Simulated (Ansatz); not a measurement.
# BeC2 (built on the sites of a database entry of BaC2): following an unstable mode, part 3 of 3

Wanted: the energy along a soft mode of BeC2 (built on the sites of a database entry of BaC2) and the structure at the end.

Ansatz 0.2.0; DFT PBE+D4, scalar-relativistic, plane waves, PAW.

So far. Step 5 (Energy along the mode, all amplitudes (two of the runs …): The lowest of the steps tried is at 0.45 Å, 93.5 meV/atom below the parent; the bottom of the well need not coincide with a step. Step 7 (The new phase in its own primitive cell): The largest force component left is 0.83 meV/Å and the pressure is 0.004 GPa, within the tolerances set. The cell now holds 10.61 Å³/atom. The relaxed cell has a, b, c = 4.425, 5.124, 5.614 Å (conventional setting).

The structure was built from a prototype and need not be the compound's stable phase.

### 8. Modes of the new phase, k-mesh 8×8×4

A relaxed structure may still be a saddle point, so its zone-centre modes are computed. The response to a homogeneous field gives the Born charges and the dielectric tensor, and its change with displacement the Raman tensors.

Input file input.yaml:

```yaml
crystal:
  lattice:
    - [2.2124692098, -2.5617535385, 0.0]
    - [2.2124692098, 2.5617535385, 0.0]
    - [0.0, 0.0, 5.614433977]
  atoms:
    - { symbol: Be, position: [0.8209410574, 0.1790589426, 0.75] }
    - { symbol: Be, position: [0.1790589426, 0.8209410574, 0.25] }
    - { symbol: C, position: [0.9492093955, 0.3329458087, 0.25] }
    - { symbol: C, position: [0.3329458087, 0.9492093955, 0.75] }
    - { symbol: C, position: [0.6670541913, 0.0507906045, 0.25] }
    - { symbol: C, position: [0.0507906045, 0.6670541913, 0.75] }
kpoints:
  mp_grid: { grid: [8, 8, 4] }
hamiltonian:
  xc: pbe
  dispersion: d4
scf:
  occupations: { method: fixed }
output:
  eigenvalues: true
phonons:
  method: dfpt
  dielectric: true
  rigid_motions: translations
  raman: true
```

Launch:

```console
$ ansatz run input.yaml --threads 4 --pin off --max-ram 7168MiB --backend cpu --events-out ev --progress --plain --runs-dir out
```

Numbers of over 12 decimals in the logs are rounded to 6 here.

What it wrote:

```text
[...]
Crystal: 6 atoms, lattice volume = 63.643 Å³
Basis set: ecut = 420 eV, 1257 PW (Γ), exchange–correlation on 48×48×80 points (8 copies of the dense FFT grid, shifted against one another)
Bands: 16, of which v1, the nominal top of the filled ones, is band 10 counted from 1 (9 counted from 0)
Symmetry: 8 space group operations
k-points: 132 of 256 (irreducible under 1 space group operation, time reversal used)
[...]
SCF iter   1: F=—  HF=-1186.243512 eV  |F-HF|=—  |Δ(HF+E_count)|=         —  Δρ=4.99e-3  dr2=8.85e-3  ethr=1.77e-3  ⟨swp⟩=5.5  Hψ=11210  notcnv=0  defer=510
[...]
SCF iter   7: F=-1186.249078 eV  HF=-1186.249078 eV  |F-HF|=1.48e-10  |Δ(HF+E_count)|=   6.05e-9  Δρ=4.46e-7  dr2=8.11e-11  ethr=1.00e-12  ⟨swp⟩=10.2  Hψ=15598  notcnv=0
SCF 1 converged in 7 iterations: F = -1186.249078 eV  dr2 = 8.11e-11
[...]
NSCF: frozen V_eff on 2 k-points
DFPT response loops at Γ: preconditioner auto → Resta (q_TF=auto, 2.250 Å⁻¹)  ε∞=5.7 (no band partly filled); β = 1.00, the filter's whole step (`scf.mixing.beta` (0.50) is not read by the response loops at its default; to damp them type it under 1.00, their step now; it binds the ground state too); Broyden in place of MSR1
── the response to a field inside a basis, on 10×10×6 k-points: an SCF that follows is theirs, and a resumed run solves both again ──
Bands: 11, of which v1, the nominal top of the filled ones, is band 10 counted from 1 (9 counted from 0)
k-points: 90
[...]
Eigensolver: Dense (90 Hₖ)
SCF iter   1: F=—  HF=-1186.250777 eV  |F-HF|=—  |Δ(HF+E_count)|=         —  Δρ=2.48e-4  dr2=7.59e-6  ethr=1.00e-1
[...]
SCF iter   5: F=-1186.250786 eV  HF=-1186.250786 eV  |F-HF|=1.16e-11  |Δ(HF+E_count)|=   1.06e-9  Δρ=2.17e-7  dr2=1.73e-11  ethr=5.53e-12
SCF 1 converged in 5 iterations: F = -1186.250786 eV  dr2 = 1.73e-11
[...]
WARN: field response: ε∞ stands inside a basis, on 10×10×6 points; the force constants stand on the 8×8×4 k-mesh, whose period is 13.93 times the interband length at k = (0.0000, 0.0000, 0.0000), direct gap 1.868 eV, under 14: take them and everything formed from them as unconverged, and compare with a denser kpoints.mp_grid
SCF converged after 7 iterations
Free energy (F): -1186.249078 eV
[...]
Internal energy: -1186.249078 eV  (E = F + TS)
E sigma→0 (E₀):  -1186.249078 eV
Fermi energy:    2.760928 eV
[...]
--- Band table (eV; the first three rows and the last of 132) ---
  k-point 0: bands = [... 6 lower, 0.1264, 2.1886, 2.5544, 2.7437, 4.6121, 5.6927, 8.4997, 11.0374, ... 2 higher]
  k-point 1: bands = [... 6 lower, 0.0967, 2.0564, 2.4650, 2.5011, 4.7303, 5.4904, 8.9321, 10.7584, ... 2 higher]
  k-point 2: bands = [... 6 lower, 1.1271, 1.1271, 2.4022, 2.4022, 5.0703, 5.0703, 9.9127, 9.9127, ... 2 higher]
  k-point 131: bands = [... 6 lower, 0.0514, 0.0514, 2.4062, 2.4062, 8.2683, 8.2683, 8.8695, 8.8695, ... 2 higher]
--- Phonons (Γ-DFPT): 6 representative perturbations + reference, on 132 of 256 k-points (Σ response iterations 18) ---
  k mesh reduced under 1 symmetry operation, with k and −k counted as one. Each operation leaves every solved perturbation unchanged. A smaller set is not considered because the run solves the response to a homogeneous field
  ASR residual: 6.552e-4 → 0.000e0 eV/Å²; symmetrization residual: 8.070e-7 eV/Å²
[...]
ASR residual per site (eV/Å²): 6.55e-4 6.55e-4 2.66e-4 2.66e-4 2.66e-4 2.66e-4
  Γ frequencies (cm⁻¹): -110.07 -89.06 0.00 0.00 0.00 104.36 123.08 342.35 366.49 402.26 418.80 428.36 619.88 622.97 970.41 972.28 1971.18 1978.18
  ε∞ (high-frequency dielectric tensor):
        6.264683     0.000000     0.000000
        0.000000     4.581503     0.000000
        0.000000     0.000000     4.508693
  softest optical mode at Γ: -110.07 cm⁻¹; the repairs (sum rule, projections) moved no ω² at Γ by more than (4.52 cm⁻¹)²
  Born effective charges Z* (e; rows j = field, columns β = displacement):
    site 0:
         1.63226    0.00000    0.00000
        -0.00000    1.59149    0.00000
         0.00000    0.00000    1.93698
    site 1:
         1.63226    0.00000    0.00000
        -0.00000    1.59149    0.00000
         0.00000    0.00000    1.93698
    site 2:
        -0.81613    0.52284    0.00000
         0.28526   -0.79575    0.00000
         0.00000    0.00000   -0.96849
    site 3:
        -0.81613   -0.52284    0.00000
        -0.28526   -0.79575    0.00000
         0.00000    0.00000   -0.96849
    site 4:
        -0.81613   -0.52284    0.00000
        -0.28526   -0.79575    0.00000
         0.00000    0.00000   -0.96849
    site 5:
        -0.81613    0.52284    0.00000
         0.28526   -0.79575    0.00000
         0.00000    0.00000   -0.96849
  Z* charge neutrality: 8.070e-3 e pre-enforcement
  solved inside a basis spanned on kpoints, on 10×10×6 k-points transformed towards the longest dipole: ε∞ is read to err by 2.0e-2, Z* by 9.4e-3 e (field_mesh: kpoints solves on kpoints); Z* is corrected for what the basis lacks
  Raman tensors (in the event stream and the table raman_tensors.tsv): an entry may err by 2.3e0 Å², one of the second-order susceptibility by 3.4e-20 pm/V (basis, points and sum rule); their sum over the sites missed zero by 7.105e-15 Å² ahead of its enforcement
  optical modes at Γ without the LO–TO term, one row a degenerate level:
      ω (cm⁻¹)  modes    IR ((D/Å)²/amu)  static Raman (Å⁴/amu)  depolarisation
       -110.07      1            26.4159                 0.0000               —
        -89.06      1             0.0000                 0.1205           0.750
        104.36      1             0.0000                 0.2283           0.750
        123.08      1             0.0000                 5.5225           0.124
        342.35      1             0.0000                 0.0000               —
        366.49      1             0.0000               320.1330           0.750
        402.26      1             0.0000                 9.1310           0.750
        418.80      1             0.0000               782.9182           0.750
        428.36      1             4.5567                 0.0000               —
        619.88      1            18.1195                 0.0000               —
        622.97      1             0.0000                30.7217           0.556
        970.41      1            16.3019                 0.0000               —
        972.28      1             0.0000                12.2476           0.750
       1971.18      1             0.0000             16133.7462           0.066
       1978.18      1             0.3388                 0.0000               —
  optical modes at Γ + LO–TO along q̂ = [1.0000, 0.0000, 0.0000]:
      ω (cm⁻¹)  modes    IR ((D/Å)²/amu)  static Raman (Å⁴/amu)  depolarisation
       -110.07      1            26.4159                 0.0000               —
        -89.06      1             0.0000                 0.1205           0.750
        104.36      1             0.0000                 0.2283           0.750
        123.08      1             0.0000                 5.5225           0.124
        342.35      1             0.0000                 0.0000               —
        366.49      1             0.0000               320.1330           0.750
        402.26      1             0.0000                 9.1310           0.750
        418.80      1             0.0000               782.9182           0.750
        453.09      1             3.6314                 0.0000               —
        619.88      1            18.1195                 0.0000               —
        622.97      1             0.0000                30.7217           0.556
        972.28      1             0.0000                12.2476           0.750
       1015.62      1            17.2272                 0.0000               —
       1971.18      1             0.0000             16133.7462           0.066
       1978.18      1             0.3388                 0.0000               —
  optical modes at Γ + LO–TO along q̂ = [0.0000, 1.0000, 0.0000]:
      ω (cm⁻¹)  modes    IR ((D/Å)²/amu)  static Raman (Å⁴/amu)  depolarisation
       -110.07      1            26.4159                 0.0000               —
        -89.06      1             0.0000                 0.1205           0.750
        104.36      1             0.0000                 0.2283           0.750
        123.08      1             0.0000                 5.5225           0.124
        342.35      1             0.0000                 0.0000               —
        366.49      1             0.0000               320.1330           0.750
        402.26      1             0.0000                 9.1310           0.750
        418.80      1             0.0000               782.9182           0.750
        428.36      1             4.5567                 0.0000               —
        622.97      1             0.0000                30.7217           0.556
        718.81      1            18.0926                 0.0000               —
        970.41      1            16.3019                 0.0000               —
        972.28      1             0.0000                12.2476           0.750
       1971.18      1             0.0000             16133.7462           0.066
       1978.83      1             0.3657                 0.0000               —
  optical modes at Γ + LO–TO along q̂ = [0.0000, 0.0000, 1.0000]:
      ω (cm⁻¹)  modes    IR ((D/Å)²/amu)  static Raman (Å⁴/amu)  depolarisation
        -89.06      1             0.0000                 0.1205           0.750
        104.36      1             0.0000                 0.2283           0.750
        123.08      1             0.0000                 5.5225           0.124
        342.35      1             0.0000                 0.0000               —
        366.49      1             0.0000               320.1330           0.750
        402.26      1             0.0000                 9.1310           0.750
        418.80      1             0.0000               782.9182           0.750
        428.36      1             4.5567                 0.0000               —
        429.22      1            26.4159                 0.0000               —
        619.88      1            18.1195                 0.0000               —
        622.97      1             0.0000                30.7217           0.556
        970.41      1            16.3019                 0.0000               —
        972.28      1             0.0000                12.2476           0.750
       1971.18      1             0.0000             16133.7462           0.066
       1978.18      1             0.3388                 0.0000               —
```

Elapsed: 2.3 min, on 4 threads of Arm Neoverse V1, shared host; peak memory 1.3 GiB.

This step gave:

| Quantity | Value |
| --- | --- |
| sum-rule residual before enforcement | 6.55e-4 eV/Å² |
| miss of the charge sum rule | 0.008070 e |
| estimated error of the dielectric tensor | 0.02041 |
| estimated error of the Born charges | 0.009370 e |
| point group | mmm |
| highest optical mode at the zone centre (no LO-TO term) | 1978 cm⁻¹ |
| lowest optical zone-centre mode | -110.1 cm⁻¹ |
| mean high-frequency dielectric constant | 5.118 |
| largest Born charge (third of the trace) | 1.720 e |
| top of the zone-centre spectrum with the field | 1979 cm⁻¹ |

Without the LO-TO term. Patterns of degenerate modes are one choice out of their space. Modes at Γ, with each element's share of the kinetic energy (negative means imaginary):

```csv
mode,frequency (cm⁻¹),symmetry,Be %,C %
1,-110.1,B1u,73,27
2,-89.1,B3g,71,29
3,0.0,acoustic,27,73
4,0.0,acoustic,27,73
5,0.0,acoustic,27,73
6,104.4,B1g,28,72
7,123.1,Ag,28,72
8,342.4,Au,0,100
9,366.5,B2g,0,100
10,402.3,B3g,29,71
11,418.8,B1g,2,98
12,428.4,B3u,2,98
13,619.9,B2u,73,27
14,623.0,Ag,72,28
15,970.4,B3u,71,29
16,972.3,B1g,70,30
17,1971.2,Ag,0,100
18,1978.2,B2u,0,100
```

Displacements in mode 1 (-110.1 cm⁻¹), the largest set to 1:
```
Be1  0.00  0.00  1.00
Be2  0.00  0.00  1.00
C3   0.00  0.00 -0.38
C4   0.00  0.00 -0.38
C5   0.00  0.00 -0.38
C6   0.00  0.00 -0.38
```

Displacements in mode 11 (418.8 cm⁻¹), the largest set to 1:
```
Be1 -0.23  0.00  0.00
Be2  0.23  0.00  0.00
C3  -0.09  1.00  0.00
C4   0.09  1.00  0.00
C5  -0.09 -1.00  0.00
C6   0.09 -1.00  0.00
```

Optical modes at the zone centre, without and with the macroscopic field of the longitudinal modes; each column is sorted by frequency, so a row need not hold one and the same mode. Modes with and without the field, by row:

```csv
rank among optical modes,no field (cm⁻¹),"q along (1, 0, 0) (cm⁻¹)","q along (0, 1, 0) (cm⁻¹)","q along (0, 0, 1) (cm⁻¹)"
1,-110.1,-110.1,-110.1,-89.1
2,-89.1,-89.1,-89.1,104.4
3,104.4,104.4,104.4,123.1
4,123.1,123.1,123.1,342.4
5,342.4,342.4,342.4,366.5
6,366.5,366.5,366.5,402.3
7,402.3,402.3,402.3,418.8
8,418.8,418.8,418.8,428.4
9,428.4,453.1,428.4,429.2
10,619.9,619.9,623,619.9
11,623,623,718.8,623
12,970.4,972.3,970.4,970.4
13,972.3,1016,972.3,972.3
14,1971,1971,1971,1971
15,1978,1978,1979,1978
```

Born charge (rows field, columns displacement) (e), principal values of the symmetric part by kind of site:

```csv
atom,atoms with these values,low,middle,high,mean
Be1,2,1.59,1.63,1.94,1.72
C3,4,-1.21,-0.97,-0.40,-0.86
```

In full for C3:

```
-0.82  0.52  0.00
 0.29 -0.80  0.00
 0.00  0.00 -0.97
```

High-frequency dielectric tensor:

```
6.26 0.00 0.00
0.00 4.58 0.00
0.00 0.00 4.51
```

Transverse modes; imaginary modes are left out. Lines of the infrared spectrum (strongest = 100):

```csv
position (cm⁻¹),label,relative intensity
104,B1g,0.0
123,Ag,0.0
342,Au,0.0
366,B2g,0.0
402,B3g,0.0
419,B1g,0.0
428,B3u,25
620,B2u,100
623,Ag,0.0
970,B3u,90
972,B1g,0.0
1971,Ag,0.0
1978,B2u,1.9
```

Activity x (w_L - w)^4 (n + 1)/w, 532 nm, 300 K; imaginary modes are left out; the tensors are static ones, while 532 nm light lies above the computed direct gap, where resonance would change the heights; modes without the macroscopic field alone. Raman lines, with heights relative to the strongest:

```csv
position (cm⁻¹),label,relative intensity
104,B1g,0.1
123,Ag,1.9
342,Au,0.0
366,B2g,19
402,B3g,0.5
419,B1g,38
428,B3u,0.0
620,B2u,0.0
623,Ag,0.9
970,B3u,0.0
972,B1g,0.2
1971,Ag,100
1978,B2u,0.0
```

Before it was imposed, the acoustic sum rule was missed by 6.6e-4 eV/Å² and the charge sum rule by 0.0081 e. Small misses are needed for a sound result but don't prove that mesh and cutoff are converged. The lowest optical mode is imaginary, 110.1i cm⁻¹, so the energy falls along it.

The log warns of the k mesh: “the force constants stand on the 8×8×4 k-mesh, whose period is 13.93 times the interband length at k = (0.0000, 0.0000, 0.0000), direct gap 1.868 eV, under 14: take them and everything formed from them as unconverged”.

### 9. What came out

| Property | Result |
| --- | --- |
| unstable mode of the parent | q = (0, 0, -0.5), 406i cm⁻¹ |
| depth at the lowest point sampled | 93.5 meV/atom |
| largest atomic shift at that point | 0.45 Å |
| space group reached (within 0.01 Å) | Cmcm |
| energy gained over the parent (first relaxation, on the mesh of the frozen mode) | 140 meV/atom |
| volume per atom, phase reached | 10.6 Å³ |
| gap on the k-mesh, phase reached | 1.85 eV |
| lowest optical zone-centre mode, phase reached | -110 cm⁻¹ |
| highest optical mode at the zone centre (no LO-TO term), phase reached | 1978 cm⁻¹ |

In words: Along this mode the structure falls into Cmcm, 140 meV/atom below the parent. At the parent's cell the well is 93.54 meV/atom deep on the steps tried, with its lowest point at a shift of 0.45 Å. Relaxing atoms and cell changes the gain by +46.29 meV/atom against the lowest step (energies at zero smearing). The new phase still has an imaginary mode at the zone centre of its cell, so it is a saddle point on the way to a lower structure. Of the 2 patterns followed to their end from this parent, this one reaches the lowest energy. Each path keeps the symmetry of its pattern, so a lower phase may lie along a pattern not tried. With the field response the log warns that the k mesh is coarse for the force constants too, so the frequencies may not be converged. The program warns that the interpolation holds no quadrupole term, so branches close to Γ can be off in this crystal. In the phonons the program treats the change of the C6 weights of the dispersion term with coordination only in part. The starting cell was built on a prototype and not taken from a measurement, so the phase need not exist.

[Logs are printed without paths, hosts, clocks, repeated set-up lines and the standing remarks that a program may print on its own settings, such as how far it seeks lower states.]

[Hosts, paths, dates, database ids (printed as entryN), source tags and the programs' standing remarks are cut or masked in the printed files.]
